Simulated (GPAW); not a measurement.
# Near-edge structure at the F K edge of ZrCoF6 (R-3), part 3 of 3

How does the F K edge of ZrCoF6 (R-3) move when the bonds are compressed or stretched?

GPAW 26.7.0; X-ray absorption from dipole matrix elements to empty bands, plane-wave PAW LDA+U.

So far. Step 4 (Spectrum with FCH, F atom 3): Main maxima below 24 eV (height): 1.3 eV (1.97), 4.7 eV (2.01), 7.3 eV (1.74) and 10.1 eV (1.39). A K edge sees empty p states; the first features are F p mixed into the empty d states of the Co and Zr neighbours, and the broad ones above probably into the cations' higher empty bands.

## 6. Spectrum with FCH, F atom 3

Shorter bonds are expected to push antibonding states and scattering resonances up, and longer ones down; the cell is scaled to test that.

Changed against the first core-hole run: volume scale from 1 to 0.97.

Contents of xas.py:

```python
import numpy as np
from ase import Atoms
from ase.parallel import parprint, paropen
from gpaw import GPAW, PW, FermiDirac, Mixer, MixerDif, setup_paths
from gpaw.test import gen
setup_paths.insert(0, '.')
gen('F', name='fch1s', xcname='LDA', corehole=(1, 0, 1), write_xml=True)
from gpaw.mpi import world
world.barrier()

atoms = Atoms('ZrCoF6',
    cell=[[-5.4107841, 0, 0],
     [2.70539205, -4.68587649, 0],
     [2.70539205, 1.56195883, 4.61358601]],
    scaled_positions=[[0, 0.5, 0.5],
     [0, 0, 0],
     [0.084, 0.333, 0.252],
     [0.919, 0.751, 0.252],
     [0.501, 0.168, 0.252],
     [0.916, 0.667, 0.748],
     [0.081, 0.249, 0.748],
     [0.499, 0.832, 0.748]],
    magmoms=[0.0, 3.0, 0.0, 0.0, 0.0, 0.0, 0.0, 0.0],
    pbc=True)
atoms.calc = calc = GPAW(legacy_gpaw=True, mode=PW(500, force_complex_dtype=True), xc='LDA', setups={'Co': ':d,3.3', 2: 'fch1s'},
    kpts={'size': (4, 4, 4), 'gamma': True}, occupations=FermiDirac(0.02),
    charge=0, mixer=MixerDif(0.05, 8, 50), maxiter=150,
    convergence={'density': 0.0001, 'eigenstates': 1e-6}, txt='scf.txt')
energy = atoms.get_potential_energy() + calc.get_reference_energy()
ef = calc.get_fermi_level()
out = dict(energy=energy, fermi=ef, forces=atoms.get_forces().tolist(), magmoms=atoms.get_magnetic_moments().tolist())
parprint(f'all-electron energy {energy:.4f} eV, Fermi level {ef:.4f} eV')
ev = np.array([[calc.get_eigenvalues(k, s) for k in range(len(calc.get_ibz_k_points()))] for s in range(calc.get_number_of_spins())])
out['homo'], out['lumo'], out['counts'] = ev[ev < ef].max(), ev[ev > ef].min(), sorted(set((ev < ef).sum((0, 2)).tolist()))
out['filled'] = (ev[:, 0] < ef).sum(1).tolist()

from ase.units import Ha
from gpaw.xas import dipole_matrix_elements
nb = int(calc.get_number_of_electrons() / 2) + 83
top, nb = nb, nb + 8 + nb // 12
nscf = calc.fixed_density(kpts={'size': (4, 4, 4), 'gamma': True}, nbands=nb,
    convergence={'bands': top, 'eigenstates': 5e-3}, maxiter=60, txt='nscf.txt')
cell = atoms.cell.array
ops = [cell.T @ U.T @ np.linalg.inv(cell.T) for U in nscf.wfs.kd.symmetry.op_scc]
filled = [33, 30]  # bands filled in the ground state, by spin
E = np.arange(-6, 34, 0.1)
fwhm = np.interp(E, [4, 25], [0.9, 3.5])
Y, X, zero, highest = 0, 0, 1e9, 1e9
for spin in range(nscf.get_number_of_spins()):
    wfs = nscf.wfs
    mine = wfs.bd.get_slice()  # this rank's bands
    A = dipole_matrix_elements(wfs.setups[2])
    eps = np.zeros((wfs.kd.nibzkpts, nb))
    d = np.zeros((3, A.shape[1], wfs.kd.nibzkpts, nb), complex)
    for kpt in wfs.kpt_u:
        if kpt.s == spin and 2 in kpt.P_ani:
            eps[kpt.k, mine] = kpt.eps_n * Ha
            d[:, :, kpt.k, mine] = (kpt.weight * wfs.nspins / 2) ** 0.5 * np.inner(A, kpt.P_ani[2])
    world.sum(eps)
    world.sum(d)
    T = np.einsum('amkn,bmkn->abkn', d, d.conj()).real
    T = sum(np.einsum('ai,ijkn,bj->abkn', R, T, R) for R in ops) / len(ops)
    empty = np.ones_like(eps, bool) & (np.arange(nb) >= filled[spin])
    zero, highest = min(zero, eps[empty].min()), min(highest, eps[:, top - 1].min())
    lines = [(eps, T, empty)] if spin == 0 else lines + [(eps, T, empty)]
for eps, T, empty in lines:
    f = np.einsum('aakn->akn', T).reshape(3, -1)
    x = eps.ravel() - zero
    w = np.interp(x, E, fwhm) / 2.35482
    g = np.exp(-0.5 * ((E[:, None] - x) / w) ** 2) / (w * (2 * np.pi) ** 0.5)
    Y = Y + (f * empty.ravel()) @ g.T
    X = X + (f * ~empty.ravel()) @ g.T
out.update(E=E.round(2).tolist(), xas=Y.tolist(), xes=X.tolist(), zero=zero, valid=highest - zero, nk=len(eps), nb=nb)
for i in range(0, len(E), 10):
    parprint(f'{E[i]:7.2f}', *(f'{v:10.3e}' for v in Y[:, i]))
import json
with paropen('out.json', 'w') as f:
    json.dump(out, f)
```

Run with:

```
$ OMP_NUM_THREADS=1 mpirun -n 4 gpaw python xas.py
```

Numbers of over 12 decimals in the logs are rounded to 6 here.

Log:

```text
Input parameters:
  convergence: {density: 0.0001,
                eigenstates: 1e-06}
  kpts: {gamma: True,
         size: (4, 4, 4)}
  maxiter: 150
  mixer: {backend: pulay,
          beta: 0.05,
          method: difference,
          nmaxold: 8,
          weight: 50}
  mode: {ecut: 500.0,
         force_complex_dtype: True,
         name: pw}
  occupations: {fixmagmom: False,
                name: fermi-dirac,
[...]
2s:      -1.877741    -1.879888
2p:      -1.212468    -1.215269
*d:                   -0.058611
*f:                   -0.013370
-------------------------------
all-electron energy -151196.6440 eV, Fermi level 2.1953 eV
  -6.00  2.865e-62  1.162e-61  2.934e-63
  -5.00  6.937e-46  2.766e-45  8.127e-47
  -4.00  1.861e-32  7.187e-32  3.222e-33
  -3.00  5.920e-22  2.115e-21  2.167e-22
[...]
32.00  9.304e-05  7.772e-05  8.804e-05
  33.00  8.363e-05  7.784e-05  8.607e-05
[key lines of the parts left out:]
Converged after 16 iterations.
Dipole moment: (-0.298855, 0.201820, -0.584477) |e|*Ang
Free energy:    -81.382782
Fermi level: 2.19529
```

The job ended after 84 s (4 MPI ranks of Intel Xeon 6975P-C (Granite Rapids), shared host; peak memory 0.55 GiB).

```
E (eV)  first run  this run
  -2.0       0.00      0.00
  -1.0       0.00      0.00
   0.0       0.02      0.01
   1.0       1.49      1.29
   2.0       0.59      0.82
   3.0       0.14      0.10
   4.0       0.88      0.53
   5.0       1.86      2.03
   6.0       1.32      1.42
   7.0       1.68      1.66
   8.0       1.48      1.57
   9.0       1.21      1.22
  10.0       1.39      1.34
  11.0       1.25      1.23
  12.0       1.13      1.15
  13.0       0.92      0.98
  14.0       0.80      0.82
  15.0       0.77      0.77
  16.0       0.73      0.73
  17.0       0.66      0.67
  18.0       0.59      0.60
  19.0       0.61      0.58
  20.0       0.72      0.67
  21.0       0.87      0.81
  22.0       0.98      0.93
  23.0       1.01      0.99
  24.0       1.01      0.98
  25.0       1.04      0.99
  26.0       1.15      1.07
  27.0       1.29      1.19
  28.0       1.41      1.31
  29.0       1.49      1.42
  30.0       1.51      1.49
  31.0       1.46      1.49
  32.0       1.40      1.44
```

Against the first run the r.m.s. difference is 12 %. Another feature, at 1.4 eV (2.07), becomes the highest below 16 eV; the one at 4.7 eV (2.01) is now at 5.1 eV (2.03).

The photon energy of the zero moves by +0.13 eV.

## 7. Reference energy of the cell

The cell and mesh change for the next run, so it gets a reference energy of its own.

The cell differs from the one that the last finished run ended in (a 5.411 → 5.573 Å, b 5.411 → 5.573 Å, c 5.572 → 5.739 Å).

Contents of scf.py:

```python
import numpy as np
from ase import Atoms
from ase.parallel import parprint, paropen
from gpaw import GPAW, PW, FermiDirac, Mixer, MixerDif, setup_paths
from gpaw.test import gen
setup_paths.insert(0, '.')
gen('F', name='nch1s', xcname='LDA', corehole=(1, 0, 0), write_xml=True)
from gpaw.mpi import world
world.barrier()

atoms = Atoms('ZrCoF6',
    cell=[[-5.57320369, 0, 0],
     [2.78660184, -4.82653597, 0],
     [2.78660184, 1.60884532, 4.75207549]],
    scaled_positions=[[0, 0.5, 0.5],
     [0, 0, 0],
     [0.084, 0.333, 0.252],
     [0.919, 0.751, 0.252],
     [0.501, 0.168, 0.252],
     [0.916, 0.667, 0.748],
     [0.081, 0.249, 0.748],
     [0.499, 0.832, 0.748]],
    magmoms=[0.0, 3.0, 0.0, 0.0, 0.0, 0.0, 0.0, 0.0],
    pbc=True)
atoms.calc = calc = GPAW(legacy_gpaw=True, mode=PW(500, force_complex_dtype=True), xc='LDA', setups={'Co': ':d,3.3', 2: 'nch1s'},
    kpts={'size': (3, 3, 3), 'gamma': True}, occupations=FermiDirac(0.02),
    charge=0, mixer=MixerDif(0.05, 8, 50), maxiter=150,
    convergence={'density': 0.0001, 'eigenstates': 1e-6}, txt='scf.txt')
energy = atoms.get_potential_energy() + calc.get_reference_energy()
ef = calc.get_fermi_level()
out = dict(energy=energy, fermi=ef, forces=atoms.get_forces().tolist(), magmoms=atoms.get_magnetic_moments().tolist())
parprint(f'all-electron energy {energy:.4f} eV, Fermi level {ef:.4f} eV')
ev = np.array([[calc.get_eigenvalues(k, s) for k in range(len(calc.get_ibz_k_points()))] for s in range(calc.get_number_of_spins())])
out['homo'], out['lumo'], out['counts'] = ev[ev < ef].max(), ev[ev > ef].min(), sorted(set((ev < ef).sum((0, 2)).tolist()))
out['filled'] = (ev[:, 0] < ef).sum(1).tolist()
import json
with paropen('out.json', 'w') as f:
    json.dump(out, f)
```

Run with:

```
$ OMP_NUM_THREADS=1 mpirun -n 4 gpaw python scf.py
```

Log:

```text
Input parameters:
  convergence: {density: 0.0001,
                eigenstates: 1e-06}
  kpts: {gamma: True,
         size: (3, 3, 3)}
  maxiter: 150
  mixer: {backend: pulay,
          beta: 0.05,
          method: difference,
          nmaxold: 8,
          weight: 50}
  mode: {ecut: 500.0,
         force_complex_dtype: True,
         name: pw}
  occupations: {fixmagmom: False,
                name: fermi-dirac,
[...]
2s(2) :    -1.089490     1.062936
*s    :    -0.089490
2p(5) :    -0.415007     0.777410
*p    :     0.584993
*d    :     0.000000
--------------------------------

Diagonalizing with gridspacing h=0.050

state   all-electron     PAW
-------------------------------
2s:      -1.089490    -1.091166
2p:      -0.415007    -0.417133
*d:                    0.051257
*f:                    0.077758
-------------------------------
all-electron energy -151872.0260 eV, Fermi level 1.4697 eV
[key lines of the parts left out:]
Converged after 19 iterations.
Dipole moment: (0.000000, -0.000000, -0.000000) |e|*Ang
Free energy:    -53.443814
Fermi level: 1.46969
```

It took 21 s on 4 MPI ranks; peak memory 0.29 GiB; 83 s of CPU time.

Reference energy: -151872.026 eV with the cores included.

## 8. Spectrum with FCH, F atom 3

Shorter bonds are expected to push antibonding states and scattering resonances up, and longer ones down; the cell is scaled to test that.

Changed against the first core-hole run: volume scale from 1 to 1.06; the field's mesh follows (4×4×4 to 3×3×3).

xas.py: that of step 6 with these lines changed.

```diff
@@ -11,5 +11,5 @@
 atoms = Atoms('ZrCoF6',
-    cell=[[-5.4107841, 0, 0],
-     [2.70539205, -4.68587649, 0],
-     [2.70539205, 1.56195883, 4.61358601]],
+    cell=[[-5.57320369, 0, 0],
+     [2.78660184, -4.82653597, 0],
+     [2.78660184, 1.60884532, 4.75207549]],
     scaled_positions=[[0, 0.5, 0.5],
@@ -25,3 +25,3 @@
 atoms.calc = calc = GPAW(legacy_gpaw=True, mode=PW(500, force_complex_dtype=True), xc='LDA', setups={'Co': ':d,3.3', 2: 'fch1s'},
-    kpts={'size': (4, 4, 4), 'gamma': True}, occupations=FermiDirac(0.02),
+    kpts={'size': (3, 3, 3), 'gamma': True}, occupations=FermiDirac(0.02),
     charge=0, mixer=MixerDif(0.05, 8, 50), maxiter=150,
@@ -38,3 +38,3 @@
 from gpaw.xas import dipole_matrix_elements
-nb = int(calc.get_number_of_electrons() / 2) + 83
+nb = int(calc.get_number_of_electrons() / 2) + 89
 top, nb = nb, nb + 8 + nb // 12
```

Run with:

```
$ OMP_NUM_THREADS=1 mpirun -n 4 gpaw python xas.py
```

Log:

```text
Input parameters:
  convergence: {density: 0.0001,
                eigenstates: 1e-06}
  kpts: {gamma: True,
         size: (3, 3, 3)}
  maxiter: 150
  mixer: {backend: pulay,
          beta: 0.05,
          method: difference,
          nmaxold: 8,
          weight: 50}
  mode: {ecut: 500.0,
         force_complex_dtype: True,
         name: pw}
  occupations: {fixmagmom: False,
                name: fermi-dirac,
[...]
2s:      -1.877741    -1.879888
2p:      -1.212468    -1.215269
*d:                   -0.058611
*f:                   -0.013370
-------------------------------
all-electron energy -151195.6987 eV, Fermi level 2.0610 eV
  -6.00  2.922e-62  1.164e-61  4.524e-63
  -5.00  7.160e-46  2.782e-45  1.401e-46
  -4.00  1.993e-32  7.351e-32  6.266e-33
  -3.00  6.795e-22  2.234e-21  4.167e-22
[...]
32.00  7.640e-05  7.676e-05  8.046e-05
  33.00  7.193e-05  7.684e-05  7.475e-05
[key lines of the parts left out:]
Converged after 20 iterations.
Dipole moment: (-0.327848, 0.213047, -0.610948) |e|*Ang
Free energy:    -80.437431
Fermi level: 2.06095
```

It took 84 s on 4 MPI ranks; peak memory 0.55 GiB.

```csv
E (eV),first run,this run
-2.0,0.00,0.00
-1.0,0.00,0.00
0.0,0.02,0.04
1.0,1.49,1.69
2.0,0.59,0.32
3.0,0.14,0.31
4.0,0.88,1.82
5.0,1.86,1.06
6.0,1.32,1.32
7.0,1.68,1.63
8.0,1.48,1.34
9.0,1.21,1.26
10.0,1.39,1.48
11.0,1.25,1.26
12.0,1.13,1.05
13.0,0.92,0.85
14.0,0.80,0.79
15.0,0.77,0.77
16.0,0.73,0.73
17.0,0.66,0.65
18.0,0.59,0.61
19.0,0.61,0.67
20.0,0.72,0.82
21.0,0.87,0.97
22.0,0.98,1.05
23.0,1.01,1.06
24.0,1.01,1.09
25.0,1.04,1.18
26.0,1.15,1.33
27.0,1.29,1.46
28.0,1.41,1.53
29.0,1.49,1.52
30.0,1.51,1.45
31.0,1.46,1.39
32.0,1.40,1.34
```

Against the first run the r.m.s. difference is 21 %. A shift of -0.2 eV leaves 13 %. The highest intensity below 16 eV goes from 4.7 eV (2.01) to 4.2 eV (2.02).

The photon energy of the zero moves by -0.26 eV.

## 9. Cell without a hole, the energy reference

The cell changes for the next run, so it gets a reference energy of its own.

The cell differs from the one that the last finished run ended in (a 5.573 → 5.625 Å, b 5.573 → 5.625 Å, c 5.739 → 5.793 Å).

scf.py: that of step 7 with these lines changed.

```diff
@@ -11,5 +11,5 @@
 atoms = Atoms('ZrCoF6',
-    cell=[[-5.57320369, 0, 0],
-     [2.78660184, -4.82653597, 0],
-     [2.78660184, 1.60884532, 4.75207549]],
+    cell=[[-5.62529272, 0, 0],
+     [2.81264636, -4.8716464, 0],
+     [2.81264636, 1.62388213, 4.79648999]],
     scaled_positions=[[0, 0.5, 0.5],
```

Run with:

```
$ OMP_NUM_THREADS=1 mpirun -n 4 gpaw python scf.py
```

Log:

```text
Input parameters:
  convergence: {density: 0.0001,
                eigenstates: 1e-06}
  kpts: {gamma: True,
         size: (3, 3, 3)}
  maxiter: 150
  mixer: {backend: pulay,
          beta: 0.05,
          method: difference,
          nmaxold: 8,
          weight: 50}
  mode: {ecut: 500.0,
         force_complex_dtype: True,
         name: pw}
  occupations: {fixmagmom: False,
                name: fermi-dirac,
[...]
2s(2) :    -1.089490     1.062936
*s    :    -0.089490
2p(5) :    -0.415007     0.777410
*p    :     0.584993
*d    :     0.000000
--------------------------------

Diagonalizing with gridspacing h=0.050

state   all-electron     PAW
-------------------------------
2s:      -1.089490    -1.091166
2p:      -0.415007    -0.417133
*d:                    0.051257
*f:                    0.077758
-------------------------------
all-electron energy -151871.7953 eV, Fermi level 1.2030 eV
[key lines of the parts left out:]
Converged after 25 iterations.
Dipole moment: (0.000000, -0.000000, -0.000000) |e|*Ang
Free energy:    -53.213199
Fermi level: 1.20305
```

Wall time 26 s (4 MPI ranks); peak memory 0.29 GiB.

Reference energy: -151871.795 eV with the cores included.

## 10. Spectrum with FCH, F atom 3

Shorter bonds are expected to push antibonding states and scattering resonances up, and longer ones down; the cell is scaled to test that.

Changed against the first core-hole run: volume scale from 1 to 1.09; the field's mesh follows (4×4×4 to 3×3×3).

xas.py: that of step 8 with these lines changed.

```diff
@@ -11,5 +11,5 @@
 atoms = Atoms('ZrCoF6',
-    cell=[[-5.57320369, 0, 0],
-     [2.78660184, -4.82653597, 0],
-     [2.78660184, 1.60884532, 4.75207549]],
+    cell=[[-5.62529272, 0, 0],
+     [2.81264636, -4.8716464, 0],
+     [2.81264636, 1.62388213, 4.79648999]],
     scaled_positions=[[0, 0.5, 0.5],
@@ -38,3 +38,3 @@
 from gpaw.xas import dipole_matrix_elements
-nb = int(calc.get_number_of_electrons() / 2) + 89
+nb = int(calc.get_number_of_electrons() / 2) + 91
 top, nb = nb, nb + 8 + nb // 12
```

Run with:

```
$ OMP_NUM_THREADS=1 mpirun -n 4 gpaw python xas.py
```

Log:

```text
Input parameters:
  convergence: {density: 0.0001,
                eigenstates: 1e-06}
  kpts: {gamma: True,
         size: (3, 3, 3)}
  maxiter: 150
  mixer: {backend: pulay,
          beta: 0.05,
          method: difference,
          nmaxold: 8,
          weight: 50}
  mode: {ecut: 500.0,
         force_complex_dtype: True,
         name: pw}
  occupations: {fixmagmom: False,
                name: fermi-dirac,
[...]
2s:      -1.877741    -1.879888
2p:      -1.212468    -1.215269
*d:                   -0.058611
*f:                   -0.013370
-------------------------------
all-electron energy -151195.3076 eV, Fermi level 0.7499 eV
  -6.00  2.952e-62  1.168e-61  5.240e-63
  -5.00  7.287e-46  2.803e-45  1.674e-46
  -4.00  2.058e-32  7.460e-32  7.637e-33
  -3.00  7.162e-22  2.292e-21  4.991e-22
[...]
32.00  7.348e-05  7.675e-05  7.737e-05
  33.00  6.934e-05  7.547e-05  7.117e-05
[key lines of the parts left out:]
Converged after 21 iterations.
Dipole moment: (-0.335862, 0.215681, -0.618286) |e|*Ang
Free energy:    -80.046332
Fermi level: 0.74993
```

Wall time 85 s (4 MPI ranks); peak memory 0.56 GiB; 5.6 min of CPU time.

| E (eV) | first run | this run |
| --- | --- | --- |
| -2.0 | 0.00 | 0.00 |
| -1.0 | 0.00 | 0.00 |
| 0.0 | 0.02 | 0.06 |
| 1.0 | 1.49 | 1.69 |
| 2.0 | 0.59 | 0.25 |
| 3.0 | 0.14 | 0.46 |
| 4.0 | 0.88 | 2.01 |
| 5.0 | 1.86 | 0.86 |
| 6.0 | 1.32 | 1.32 |
| 7.0 | 1.68 | 1.59 |
| 8.0 | 1.48 | 1.31 |
| 9.0 | 1.21 | 1.32 |
| 10.0 | 1.39 | 1.51 |
| 11.0 | 1.25 | 1.25 |
| 12.0 | 1.13 | 1.00 |
| 13.0 | 0.92 | 0.83 |
| 14.0 | 0.80 | 0.79 |
| 15.0 | 0.77 | 0.77 |
| 16.0 | 0.73 | 0.73 |
| 17.0 | 0.66 | 0.65 |
| 18.0 | 0.59 | 0.62 |
| 19.0 | 0.61 | 0.72 |
| 20.0 | 0.72 | 0.88 |
| 21.0 | 0.87 | 1.02 |
| 22.0 | 0.98 | 1.08 |
| 23.0 | 1.01 | 1.10 |
| 24.0 | 1.01 | 1.15 |
| 25.0 | 1.04 | 1.27 |
| 26.0 | 1.15 | 1.41 |
| 27.0 | 1.29 | 1.52 |
| 28.0 | 1.41 | 1.54 |
| 29.0 | 1.49 | 1.49 |
| 30.0 | 1.51 | 1.41 |
| 31.0 | 1.46 | 1.36 |
| 32.0 | 1.40 | 1.32 |

The scaled spectrum changes by 29 % r.m.s. A shift of -0.4 eV leaves 18 %. The highest intensity below 16 eV goes from 4.7 eV (2.01) to 4.0 eV (2.01).

The photon energy of the zero moves by -0.38 eV.

## 11. The volumes side by side

```
volume  nearest distance (Å)  shift of the zero (eV)  maximum 1 (eV above own zero)  maximum 2 (eV above own zero)  maximum 3 (eV above own zero)  maximum 4 (eV above own zero)
  0.97                 1.988                   +0.13                            1.4                            5.1                            7.4                           10.2
     1                 2.009                   +0.00                            1.3                            4.7                            7.3                           10.1
  1.06                 2.048                   -0.26                            1.2                            4.2                            7.2                            9.9
  1.09                 2.067                   -0.38                            1.1                            4.0                            7.1                            9.8
```

The curves, each shifted by its zero's change so that they share one photon-energy axis, counted from the zero at V × 1:

```csv
E (eV),V × 0.97,V × 1,V × 1.06,V × 1.09
-2.0,0.00,0.00,0.00,0.00
-1.0,0.00,0.00,0.00,0.00
0.0,0.01,0.02,0.19,0.44
1.0,0.91,1.49,1.74,1.33
2.0,1.17,0.59,0.14,0.14
3.0,0.08,0.14,0.49,0.98
4.0,0.41,0.88,2.01,1.57
5.0,1.96,1.86,1.01,1.03
6.0,1.47,1.32,1.40,1.44
7.0,1.59,1.68,1.64,1.57
8.0,1.64,1.48,1.24,1.21
9.0,1.23,1.21,1.35,1.45
10.0,1.32,1.39,1.45,1.42
11.0,1.25,1.25,1.21,1.15
12.0,1.16,1.13,0.99,0.91
13.0,1.01,0.92,0.82,0.81
14.0,0.83,0.80,0.79,0.79
15.0,0.77,0.77,0.76,0.76
16.0,0.74,0.73,0.71,0.70
17.0,0.68,0.66,0.63,0.63
18.0,0.60,0.59,0.61,0.64
19.0,0.58,0.61,0.71,0.77
20.0,0.65,0.72,0.87,0.94
21.0,0.79,0.87,1.00,1.05
22.0,0.92,0.98,1.06,1.09
23.0,0.98,1.01,1.07,1.11
24.0,0.98,1.01,1.11,1.19
25.0,0.98,1.04,1.22,1.32
26.0,1.05,1.15,1.37,1.46
27.0,1.17,1.29,1.48,1.54
28.0,1.30,1.41,1.53,1.53
29.0,1.41,1.49,1.51,1.46
30.0,1.49,1.51,1.44,1.39
31.0,1.50,1.46,1.37,1.35
32.0,1.45,1.40,1.33,1.30
```

## 12. Results

* absorber and edge: F K, atom 3 of the ground-state input (counted from 1)
* surroundings: 1 Zr at 2.01 Å and 1 Co at 2.02 Å (bent, 154°, site symmetry 1)
* highest intensity below 16 eV: 4.7 eV above the zero, height 2.01
* photon energy of the zero (spin-polarised hole, raw): 679.5 eV (LDA puts this hole about 5 eV below PBE, itself good to a few eV)

In words: From V × 0.97 to V × 1.09 the nearest distance grows by 0.079 Å and the zero moves by -0.51 eV. Above their own zero, the maxima move from 1.4 to 1.1 eV, from 5.1 to 4.0 eV, from 7.4 to 7.1 eV and from 10.2 to 9.8 eV. The F K edge of atom 3, with 1 Zr at 2.01 Å and 1 Co at 2.02 Å (bent, 154°, site symmetry 1), has its highest intensity of the first 16 eV at 4.7 eV above the zero, near 684 eV in photon energy (LDA puts this hole about 5 eV below PBE, itself good to a few eV), 2.0 times the mean level of the first 20 eV (Gaussian full width 0.9 eV up to 4 eV, rising linearly to 3.5 eV at 25 eV). At the F K edge of atom 3 polarisation matters most near 14.7 eV, where the curves differ by 0.4 on this scale. The hole lies in one spin channel, while the script sums the empty states of both and takes the lower zero; where the two channels are split, this blurs and shifts the curve. The spins start ferromagnetically in a simple order, which needn't be the measured one; gap and edge can depend on it. The holes are only 5.5 Å apart, so the shape is probably not converged with cell size; no larger cell was run here. The mesh is coarse (0.40 Å⁻¹ between points), so small maxima may be mesh ripples. The structure is a published determination, not relaxed.

[Banner, clock and machine lines of the logs are left out without a mark of their own.]

[Logs are printed without paths, hosts, clocks, repeated set-up lines and the standing remarks that a program may print on its own settings, such as how far it seeks lower states.]

[Hosts, paths, dates, database ids (printed as entryN), source tags and the programs' standing remarks are cut or masked in the printed files.]

[Lists of maxima count a maximum above −3 eV only where it reaches 4 % of the highest in the window and stands out from its surroundings by 2 % of it (1.5 % where it reaches 55 %); shoulders and weaker maxima are passed over, and of the rest the first, up to two pre-edge ones and the few strongest are named.]
